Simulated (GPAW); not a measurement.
# Settings that the conductance of a Au chain with one bond drawn out by 1.4 Å needs

How do the numerical settings move the conductance of a Au chain with one bond drawn out by 1.4 Å?

Calculated with GPAW 26.7.0; GPAW LCAO, PAW setups; Landauer transmission from Green's functions with principal layers (ASE), zero bias.

## Step 1: Starting point

The cell holds 10 atoms: 10 Au. Its edges and angles: a = 9.000 Å, b = 9.000 Å, c = 27.400 Å, α = 90.0°, β = 90.0°, γ = 90.0°. Regions: left lead, 5 atoms (5 Au); right lead, 5 atoms (5 Au). Vacuum lies along a and b. The structure is stacked along c, and the current runs across the ab planes.

## Step 2: The reference run

All settings start at ordinary values; they are then varied in turn, with meshes following the cell where its length changes.

File run.py:

```python
import json
import numpy as np
from ase import Atoms
from ase.transport.calculators import TransportCalculator
from gpaw import GPAW, FermiDirac
from gpaw.lcao.tools import get_lcao_hamiltonian
from scipy.linalg import eigh

# The junction with lead layers at both ends, along the third cell vector
device = Atoms(
    ['Au', 'Au', 'Au', 'Au', 'Au', 'Au', 'Au', 'Au', 'Au', 'Au'],
    positions=[
        [4.50000, 4.50000, 1.30000],
        [4.50000, 4.50000, 3.90000],
        [4.50000, 4.50000, 6.50000],
        [4.50000, 4.50000, 9.10000],
        [4.50000, 4.50000, 11.70000],
        [4.50000, 4.50000, 15.70000],
        [4.50000, 4.50000, 18.30000],
        [4.50000, 4.50000, 20.90000],
        [4.50000, 4.50000, 23.50000],
        [4.50000, 4.50000, 26.10000]],
    cell=[[9.0, 0.0, 0.0], [0.0, 9.0, 0.0], [0.0, 0.0, 27.4]],
    pbc=True)

# One principal layer of the lead: the first 3 atoms of the device
lead = Atoms(
    ['Au', 'Au', 'Au'],
    positions=[
        [4.50000, 4.50000, 1.30000],
        [4.50000, 4.50000, 3.90000],
        [4.50000, 4.50000, 6.50000]],
    cell=[[9.0, 0.0, 0.0], [0.0, 9.0, 0.0], [0.0, 0.0, 7.8]],
    pbc=True)

settings = dict(mode='lcao', basis='dzp', xc='PBE', h=0.2,
                occupations=FermiDirac(0.1), maxiter=250,
                mixer=dict(beta=0.1, nmaxold=8, weight=100.0),
                convergence=dict(density=0.0001))
energies = np.arange(-2, 2 + 1e-9, 0.05)
eta = 0.0001
n1, n2 = 1, 1
# k and -k transmit alike, so half of the mesh across the current serves
mesh = [(i, j) for i in range(n1) for j in range(n2) if (i, j) <= (-i % n1, -j % n2)]
weights = np.array([1 if (i, j) == (-i % n1, -j % n2) else 2 for i, j in mesh]) / (n1 * n2)

# [... helper functions left out ...]
fermi_lead = ground_state(lead, (1, 1, 15), 'lead.txt')
fermi_device = ground_state(device, (1, 1, 3), 'device.txt')
# [... loop over the mesh left out, but for ...]
        # Shift the lead onto the potential of the device's first layer
        shift = ((H[:, 0, 0] - H0[:, 0, 0]) / S0[0, 0]).real.mean()
# [...]
kT = 8.617333e-5 * 77
bias = [0.1, 0.2, 0.5, 1.0, 1.5, 2.0]
# [... integrals and printing left out ...]
```

On the command line:

```console
$ OMP_NUM_THREADS=1 OPENBLAS_NUM_THREADS=2 python run.py
```

Log:

```text
basis functions: device 150, principal layer 45
Fermi level: lead -4.6464 eV, device -4.6635 eV; lead shifted by 0.0095 eV
largest coupling past the next layer 2.46e-07 eV, largest misfit of the first layer 0.044 eV
  E-E_F (eV)   T (one spin)  channels
    -2.000    7.9002e-02    3.0000
    -1.950    8.1254e-02    3.0000
    -1.900    8.3415e-02    3.0000
    -1.850    8.5489e-02    3.0000
    -1.800    8.7483e-02    3.0000
    -1.750    8.9398e-02    3.0000
    -1.700    9.1234e-02    3.0000
    -1.650    9.2983e-02    3.0000
    -1.600    9.4628e-02    3.0000
    -1.550    9.6144e-02    3.0000
    -1.500    9.7495e-02    3.0000
    -1.450    9.8631e-02    3.0000
    -1.400    9.9491e-02    3.0000
    -1.350    1.0000e-01    3.0000
    -1.300    1.0008e-01    5.0000
    -1.250    9.9598e-02    5.0000
[...]
1.650    3.5455e-01    1.0000
     1.700    3.5415e-01    1.0000
     1.750    3.5376e-01    1.0000
     1.800    3.5338e-01    1.0000
     1.850    3.5298e-01    1.0000
     1.900    3.5258e-01    1.0000
     1.950    3.5217e-01    1.0000
     2.000    3.5173e-01    1.0000
conductance at 77 K: 0.35916 G0 a cell; thermopower -0.5751 uV/K
current from the zero-bias T(E) at 0.1 V: 2.7799 uA
current from the zero-bias T(E) at 0.2 V: 5.5478 uA
current from the zero-bias T(E) at 0.5 V: 13.851 uA
current from the zero-bias T(E) at 1.0 V: 27.221 uA
current from the zero-bias T(E) at 1.5 V: 38.721 uA
current from the zero-bias T(E) at 2.0 V: 49.098 uA
```

Run time: 68 s. Hardware: 2 threads of Intel Xeon Platinum 8259CL at 2.50GHz (Skylake/Cascade Lake), shared host; peak memory 0.9 GiB.

Numbers from this step:

```yaml
conductance: 0.3592 G₀
largest_coupling_past_the_next_principal_layer: 2.46e-7 eV
largest_misfit_of_the_first_principal_layer: 0.04367 eV
shift_that_aligns_the_lead: 0.009526 eV
basis_functions_of_the_junction: 150
basis_functions_of_a_principal_layer: 45
transmission_at_the_fermi_level_one_spin: 0.3594
open_channels_of_the_lead_at_the_fermi_level_one_spin: 1
```

One spin. Transmission, zone mean against energy, zero at the Fermi level:

```tsv
energy (eV)	transmission, zone mean
-2.000	0.0790
-1.800	0.0875
-1.600	0.0946
-1.400	0.0995
-1.200	0.0984
-1.000	0.126
-0.800	0.200
-0.600	0.228
-0.400	0.308
-0.300	0.372
-0.200	0.338
0.000	0.359
0.200	0.370
0.250	0.370
0.400	0.369
0.600	0.366
0.800	0.360
1.000	0.361
1.200	0.359
1.400	0.357
1.600	0.355
1.800	0.353
2.000	0.352
```

Crossings of the lead's bands, unfolded to its shortest repeat. Table of open channels, zone mean by energy, zero at the Fermi level:

```tsv
energy (eV)	open channels, zone mean
-2.000	3
-1.800	3
-1.600	3
-1.400	3
-1.200	5
-1.000	6
-0.800	4
-0.600	4
-0.400	4
-0.200	3
0.000	1
0.200	1
0.400	1
0.600	1
0.800	1
1.000	1
1.200	1
1.400	1
1.600	1
1.800	1
2.000	1
```

Not self-consistent under bias; the bias window is split evenly. Current through one cell, from the zero-bias transmission against bias:

```tsv
bias (V)	current through one cell, from the zero-bias transmission (μA)
0.100	2.78
0.200	5.55
0.500	13.9
1.000	27.2
1.500	38.7
2.000	49.1
```

Couplings past the next layer reach 2.5e-7 eV, small enough to drop; the matrix elements of the cell's first layer differ from the bulk lead's by up to 0.044 eV. That layer keeps its own values in the calculation, and only beyond it is the lead taken as perfect. The Fermi levels of lead and junction count from different zeros of potential, one for each periodic cell; with both set to zero, the small remaining shift is what aligns them. Without spin-orbit coupling, which is large for these atoms, channel counts and T are those of the scalar-relativistic bands. By hand: G = 0.3592 × 77.48 μS = 27.8 μS, a resistance of 35.9 kΩ; at 0.1 V a linear junction would pass 2.78 μA, and the integral over the bias window gives 2.78 μA.

## Step 3: Varying the k-points along the lead: lead_nz = 2

The lead's own mesh along the current sets its density and potential; where the lead is aligned to the junction's end layer, a rigid shift drops out.

run.py, as its differences from that of step 2:

```diff
@@ -47,3 +47,3 @@
 # [... helper functions left out ...]
-fermi_lead = ground_state(lead, (1, 1, 15), 'lead.txt')
+fermi_lead = ground_state(lead, (1, 1, 2), 'lead.txt')
 fermi_device = ground_state(device, (1, 1, 3), 'device.txt')
```

Log:

```text
basis functions: device 150, principal layer 45
Fermi level: lead -4.0360 eV, device -4.6635 eV; lead shifted by 0.4879 eV
largest coupling past the next layer 2.45e-07 eV, largest misfit of the first layer 0.228 eV
  E-E_F (eV)   T (one spin)  [channel counts left out]
    -2.000    7.5797e-02
    -1.950    7.6904e-02
    -1.900    7.8449e-02
    -1.850    8.0459e-02
    -1.800    8.2807e-02
    -1.750    8.5154e-02
    -1.700    8.7044e-02
    -1.650    8.8144e-02
    -1.600    8.8450e-02
    -1.550    8.8265e-02
    -1.500    8.7998e-02
    -1.450    8.7985e-02
    -1.400    8.8431e-02
    -1.350    8.9421e-02
    -1.300    9.0946e-02
    -1.250    9.2873e-02
[...]
1.650    3.5194e-01
     1.700    3.5113e-01
     1.750    3.5035e-01
     1.800    3.4961e-01
     1.850    3.4891e-01
     1.900    3.4825e-01
     1.950    3.4763e-01
     2.000    3.4704e-01
conductance at 77 K: 0.35661 G0 a cell; thermopower -0.7077 uV/K
current from the zero-bias T(E) at 0.1 V: 2.7601 uA
current from the zero-bias T(E) at 0.2 V: 5.5092 uA
current from the zero-bias T(E) at 0.5 V: 13.782 uA
current from the zero-bias T(E) at 1.0 V: 27.228 uA
current from the zero-bias T(E) at 1.5 V: 38.656 uA
current from the zero-bias T(E) at 2.0 V: 49.334 uA
```

Elapsed: 62 s, on 2 threads; peak memory 0.9 GiB.

This step gave:

```
conductance                                    : 0.3566 G₀
largest coupling past the next principal layer : 2.45e-7 eV
largest misfit of the first principal layer    : 0.2280 eV
shift that aligns the lead                     : 0.4879 eV
transmission at the Fermi level (one spin)     : 0.3568
```

One spin. The transmission, zone mean by energy, zero at the Fermi level:

energy (eV), transmission, zone mean and a bar from the least value:
```
    -2.00      0.076 
    -1.90      0.078 
    -1.80      0.083 #
    -1.70      0.087 #
    -1.55      0.088 #
    -1.45      0.088 #
    -1.35      0.089 #
    -1.25      0.093 ##
    -1.15      0.095 ##
    -1.05      0.140 ######
    -0.90      0.186 ##########
    -0.80      0.208 ############
    -0.70      0.218 #############
    -0.60      0.222 ##############
    -0.50      0.241 ################
    -0.40      0.298 #####################
    -0.30      0.395 ##############################
    -0.25      0.368 ###########################
    -0.15      0.335 ########################
    -0.05      0.349 ##########################
     0.00      0.357 ##########################
     0.05      0.362 ###########################
     0.15      0.369 ###########################
     0.25      0.370 ############################
     0.40      0.369 ############################
     0.50      0.368 ###########################
     0.60      0.367 ###########################
     0.70      0.365 ###########################
     0.80      0.362 ###########################
     0.85      0.376 ############################
     0.90      0.366 ###########################
     1.05      0.362 ###########################
     1.15      0.361 ###########################
     1.25      0.359 ###########################
     1.35      0.357 ##########################
     1.45      0.355 ##########################
     1.55      0.354 ##########################
     1.70      0.351 ##########################
     1.80      0.350 ##########################
     1.90      0.348 ##########################
     2.00      0.347 #########################
```

Not self-consistent under bias; the bias window is split evenly. Current through one cell, from the zero-bias transmission against bias:

```tsv
bias (V)	current through one cell, from the zero-bias transmission (μA)
0.100	2.76
0.200	5.51
0.500	13.8
1.000	27.2
1.500	38.7
2.000	49.3
```

The conductance, 0.357 G₀, lies 0.7 % below that of the base run.

## Step 4: K-points along the lead: lead_nz = 4

run.py, as its differences from that of step 3:

```diff
@@ -47,3 +47,3 @@
 # [... helper functions left out ...]
-fermi_lead = ground_state(lead, (1, 1, 2), 'lead.txt')
+fermi_lead = ground_state(lead, (1, 1, 4), 'lead.txt')
 fermi_device = ground_state(device, (1, 1, 3), 'device.txt')
```

Log:

```text
basis functions: device 150, principal layer 45
Fermi level: lead -4.7066 eV, device -4.6635 eV; lead shifted by -0.0295 eV
largest coupling past the next layer 2.46e-07 eV, largest misfit of the first layer 0.033 eV
  E-E_F (eV)   T (one spin)  [channel counts left out]
    -2.000    7.9169e-02
    -1.950    8.1604e-02
    -1.900    8.3895e-02
    -1.850    8.6067e-02
    -1.800    8.8147e-02
    -1.750    9.0156e-02
    -1.700    9.2106e-02
    -1.650    9.3994e-02
    -1.600    9.5802e-02
    -1.550    9.7495e-02
    -1.500    9.9015e-02
    -1.450    1.0028e-01
    -1.400    1.0119e-01
    -1.350    1.0163e-01
    -1.300    1.0147e-01
    -1.250    1.0060e-01
[...]
1.650    3.5482e-01
     1.700    3.5459e-01
     1.750    3.5436e-01
     1.800    3.5413e-01
     1.850    3.5389e-01
     1.900    3.5362e-01
     1.950    3.5334e-01
     2.000    3.5302e-01
conductance at 77 K: 0.35869 G0 a cell; thermopower -0.5865 uV/K
current from the zero-bias T(E) at 0.1 V: 2.7763 uA
current from the zero-bias T(E) at 0.2 V: 5.5388 uA
current from the zero-bias T(E) at 0.5 V: 13.784 uA
current from the zero-bias T(E) at 1.0 V: 27.048 uA
current from the zero-bias T(E) at 1.5 V: 38.566 uA
current from the zero-bias T(E) at 2.0 V: 48.91 uA
```

Run time: 58 s. Hardware: 2 threads; peak memory 0.9 GiB.

Numbers from this step:

```yaml
conductance: 0.3587 G₀
largest_coupling_past_the_next_principal_layer: 2.46e-7 eV
largest_misfit_of_the_first_principal_layer: 0.03299 eV
shift_that_aligns_the_lead: -0.02954 eV
transmission_at_the_fermi_level_one_spin: 0.3589
```

One spin. Table of transmission, zone mean by energy, zero at the Fermi level:

```tsv
energy (eV)	transmission, zone mean
-2.00	0.0792
-1.90	0.0839
-1.80	0.0881
-1.70	0.0921
-1.55	0.0975
-1.45	0.100
-1.35	0.102
-1.25	0.101
-1.15	0.0956
-1.05	0.113
-0.90	0.163
-0.80	0.200
-0.70	0.217
-0.60	0.230
-0.50	0.260
-0.40	0.308
-0.30	0.366
-0.25	0.312
-0.15	0.356
-0.05	0.352
0.00	0.359
0.05	0.363
0.15	0.369
0.25	0.370
0.30	0.370
0.40	0.369
0.50	0.368
0.60	0.366
0.70	0.364
0.80	0.359
0.90	0.363
1.05	0.360
1.15	0.358
1.25	0.357
1.35	0.356
1.45	0.356
1.55	0.355
1.70	0.355
1.80	0.354
1.90	0.354
2.00	0.353
```

Not self-consistent under bias; the bias window is split evenly. Table of current through one cell, from the zero-bias transmission by bias:

```tsv
bias (V)	current through one cell, from the zero-bias transmission (μA)
0.100	2.78
0.200	5.54
0.500	13.8
1.000	27.0
1.500	38.6
2.000	48.9
```

The conductance equals that of the base run to 0.2 %.

## Step 5: Varying the k-points along the lead: lead_nz = 8

run.py, as its differences from that of step 4:

```diff
@@ -47,3 +47,3 @@
 # [... helper functions left out ...]
-fermi_lead = ground_state(lead, (1, 1, 4), 'lead.txt')
+fermi_lead = ground_state(lead, (1, 1, 8), 'lead.txt')
 fermi_device = ground_state(device, (1, 1, 3), 'device.txt')
```

Log:

```text
basis functions: device 150, principal layer 45
Fermi level: lead -4.6362 eV, device -4.6635 eV; lead shifted by 0.0163 eV
largest coupling past the next layer 2.46e-07 eV, largest misfit of the first layer 0.046 eV
  E-E_F (eV)   T (one spin)  channels
    -2.000    7.8964e-02    3.0000
    -1.950    8.1187e-02    3.0000
    -1.900    8.3327e-02    3.0000
[...]
1.950    3.5199e-01    1.0000
     2.000    3.5154e-01    1.0000
conductance at 77 K: 0.35922 G0 a cell; thermopower -0.574 uV/K
current from the zero-bias T(E) at 0.1 V: 2.7804 uA
current from the zero-bias T(E) at 0.2 V: 5.549 uA
current from the zero-bias T(E) at 0.5 V: 13.846 uA
current from the zero-bias T(E) at 1.0 V: 27.215 uA
current from the zero-bias T(E) at 1.5 V: 38.713 uA
current from the zero-bias T(E) at 2.0 V: 49.098 uA
```

The job ended after 55 s (2 threads; peak memory 0.9 GiB).

One spin. Transmission, zone mean against energy, zero at the Fermi level:

```tsv
energy (eV)	transmission, zone mean
-2.00	0.0790
-1.90	0.0833
-1.80	0.0874
-1.70	0.0911
-1.55	0.0959
-1.45	0.0984
-1.35	0.0997
-1.25	0.0994
-1.15	0.0955
-1.05	0.116
-0.90	0.166
-0.80	0.200
-0.70	0.218
-0.60	0.228
-0.50	0.255
-0.40	0.308
-0.30	0.372
-0.25	0.360
-0.15	0.345
-0.05	0.353
0.00	0.359
0.05	0.364
0.15	0.369
0.25	0.370
0.40	0.369
0.50	0.368
0.60	0.366
0.70	0.364
0.80	0.360
0.90	0.364
1.05	0.361
1.15	0.360
1.25	0.358
1.35	0.357
1.45	0.356
1.55	0.355
1.70	0.354
1.80	0.353
1.90	0.352
2.00	0.352
```

The conductance equals that of the base run to 0.2 %.

## Step 6: Varying the k-points along the lead: lead_nz = 30

run.py, as its differences from that of step 5:

```diff
@@ -47,3 +47,3 @@
 # [... helper functions left out ...]
-fermi_lead = ground_state(lead, (1, 1, 8), 'lead.txt')
+fermi_lead = ground_state(lead, (1, 1, 30), 'lead.txt')
 fermi_device = ground_state(device, (1, 1, 3), 'device.txt')
```

Log:

```text
basis functions: device 150, principal layer 45
Fermi level: lead -4.6465 eV, device -4.6635 eV; lead shifted by 0.0095 eV
largest coupling past the next layer 2.46e-07 eV, largest misfit of the first layer 0.044 eV
  E-E_F (eV)   T (one spin)  channels
    -2.000    7.9001e-02    3.0000
    -1.950    8.1253e-02    3.0000
    -1.900    8.3415e-02    3.0000
[...]
1.950    3.5217e-01    1.0000
     2.000    3.5174e-01    1.0000
conductance at 77 K: 0.35916 G0 a cell; thermopower -0.5752 uV/K
current from the zero-bias T(E) at 0.1 V: 2.7799 uA
current from the zero-bias T(E) at 0.2 V: 5.5477 uA
current from the zero-bias T(E) at 0.5 V: 13.851 uA
current from the zero-bias T(E) at 1.0 V: 27.221 uA
current from the zero-bias T(E) at 1.5 V: 38.721 uA
current from the zero-bias T(E) at 2.0 V: 49.098 uA
```

Wall time 62 s (2 threads); peak memory 0.9 GiB.

One spin. Transmission, zone mean against energy, zero at the Fermi level:

```tsv
energy (eV)	transmission, zone mean
-2.00	0.0790
-1.90	0.0834
-1.80	0.0875
-1.70	0.0912
-1.55	0.0961
-1.45	0.0986
-1.35	0.100
-1.25	0.0996
-1.15	0.0955
-1.05	0.116
-0.90	0.166
-0.80	0.200
-0.70	0.218
-0.60	0.228
-0.50	0.256
-0.40	0.308
-0.30	0.372
-0.25	0.361
-0.15	0.346
-0.05	0.353
0.00	0.359
0.05	0.364
0.15	0.369
0.25	0.370
0.40	0.369
0.50	0.368
0.60	0.366
0.70	0.364
0.80	0.360
0.90	0.364
1.05	0.361
1.15	0.359
1.25	0.358
1.35	0.357
1.45	0.356
1.55	0.355
1.70	0.354
1.80	0.353
1.90	0.353
2.00	0.352
```

The conductance equals that of the base run to 0.2 %.

## Step 7: Convergence in the k-points along the lead

The runs and the base run on one axis.

This step: convergence of the conductance (GPAW 26.7.0).

Conductance against k-points along the lead:

```tsv
k-points along the lead	conductance (G₀)
2.0	0.357
4.0	0.359
8.0	0.359
15.0	0.359
30.0	0.359
```

[end of part 1 of 4]

[Logs are printed without paths, hosts, clocks, repeated set-up lines and the standing remarks that a program may print on its own settings, such as how far it seeks lower states.]

[Hosts, paths, dates, database ids (printed as entryN), source tags and the programs' standing remarks are cut or masked in the printed files.]
